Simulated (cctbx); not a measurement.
# Accept or mend?

Cell a = 12.3700 Å, b = 7.2500 Å, c = 9.4450 Å, α = 90.00°, β = 90.00°, γ = 90.00°; space group Cmcm (no. 63).

Simulated single-crystal data (cctbx): Mo Kα, λ = 0.71073 Å, to d = 0.6 Å, 95 % of the full sphere, strongest reflection 5000 counts, noise from counting, a 3 % proportional error and a noise floor of 4 counts (s.d.); no absorption, and some extinction, which the refinements don't model.

An anisotropic refinement with weights 1/σ² prints:

```text
Rint 0.068, 1110 unique reflections to 0.60 A
cycle     R1     wR2    GooF  max shift (A)
   1  0.0392  0.0777   1.584   0.00052
   2  0.0298  0.0596   1.216   0.00000
final R1 0.0298 wR2 0.0596 GooF 1.216  parameters 40  data/parameter 27.8
atom        x        y        z      Ueq    occ   su(xyz)  su(Uiso or U11)
Ru1    0.67790  0.00000  0.00000   0.0046  1.000  0.00004  0.0002
Y1     0.66039  0.66440  0.25000   0.0053  1.000  0.00009  0.0002
Zn1    0.39331  0.05918  0.25000   0.0043  1.000  0.00010  0.0003
Ni1    0.50000  0.85057  0.44120   0.0008  1.000  0.00010  0.0003
Zn2    0.66263  0.67722  0.57301   0.0047  1.000  0.00007  0.0002
Zn3    0.50000  0.36073  0.25000   0.0038  1.000  0.00015  0.0004
Fe1    0.00000  0.00000  0.00000   0.0043  1.000  0.00000  0.0004
difference map: max 3.71 min -2.44 rms 0.60
Q1    0.0000  0.3018  0.0516    8    3.75  0.36 A from Ni1
Q2    0.0000  0.3783  0.0818    8    3.31  0.30 A from Ni1
Q3    0.0879  0.1930  0.7500    8    2.30  1.15 A from Zn3
Q4    0.0382  0.4250  0.1596   16    2.19  1.19 A from Ni1
Q5    0.1938  0.3211  0.7500    8    2.12  1.38 A from Zn1
Q6    0.0000  0.0995  0.0412    8    2.09  0.82 A from Fe1
```

Q: Accept it or mend it, and why?

Mend it. The fault: wrong element: Ni1 is Zn. Against the right model at the same level, R1 goes from 0.0255 to 0.0298 and GooF from 1.02 to 1.22 and U of Ni1 shrinks from 0.0036 to 0.0008 Å². Ni1 has 2 electrons too few and its U shrinks to make up, as expected (near an absorption edge f′ can widen the mismatch well beyond the difference in Z). The signs are weak, and the output alone doesn't single this fault out.

The compound is Y2Zn9FeRu2. The right model at the same level gives:

```text
Rint 0.068, 1110 unique reflections to 0.60 A
cycle     R1     wR2    GooF  max shift (A)
   1  0.0266  0.0519   1.058   0.00017
   2  0.0255  0.0500   1.019   0.00000
final R1 0.0255 wR2 0.0500 GooF 1.019  parameters 40  data/parameter 27.8
atom        x        y        z      Ueq    occ   su(xyz)  su(Uiso or U11)
Ru1    0.67790  0.00000  0.00000   0.0043  1.000  0.00003  0.0001
Y1     0.66039  0.66440  0.25000   0.0050  1.000  0.00007  0.0002
Zn1    0.39330  0.05921  0.25000   0.0039  1.000  0.00009  0.0002
Zn2    0.50000  0.85060  0.44122   0.0036  1.000  0.00008  0.0002
Zn3    0.66260  0.67723  0.57299   0.0043  1.000  0.00006  0.0002
Zn4    0.50000  0.36067  0.25000   0.0035  1.000  0.00012  0.0003
Fe1    0.00000  0.00000  0.00000   0.0039  1.000  0.00000  0.0004
difference map: max 2.30 min -2.47 rms 0.56
Q1    0.0000  0.1758  0.7500    4    2.33  0.26 A from Zn4
Q2    0.1187  0.3965  0.2500    8    2.13  1.19 A from Zn1
Q3    0.0863  0.1862  0.7500    8    2.13  1.12 A from Zn4
Q4    0.1415  0.0564  0.1590   16    2.12  1.19 A from Y1
Q5    0.1436  0.2468  0.7500    8    2.04  1.48 A from Zn1
Q6    0.2404  0.2900  0.1747   16    2.04  1.52 A from Y1
```

The model was made for the exercise: a known structure type with other elements put in, its volume estimated, not relaxed; displacement parameters are assumed.

[Middle refinement cycles are left out of these outputs.]

[Logs are printed without paths, hosts, clocks, repeated set-up lines and the standing remarks that a program may print on its own settings, such as how far it seeks lower states.]
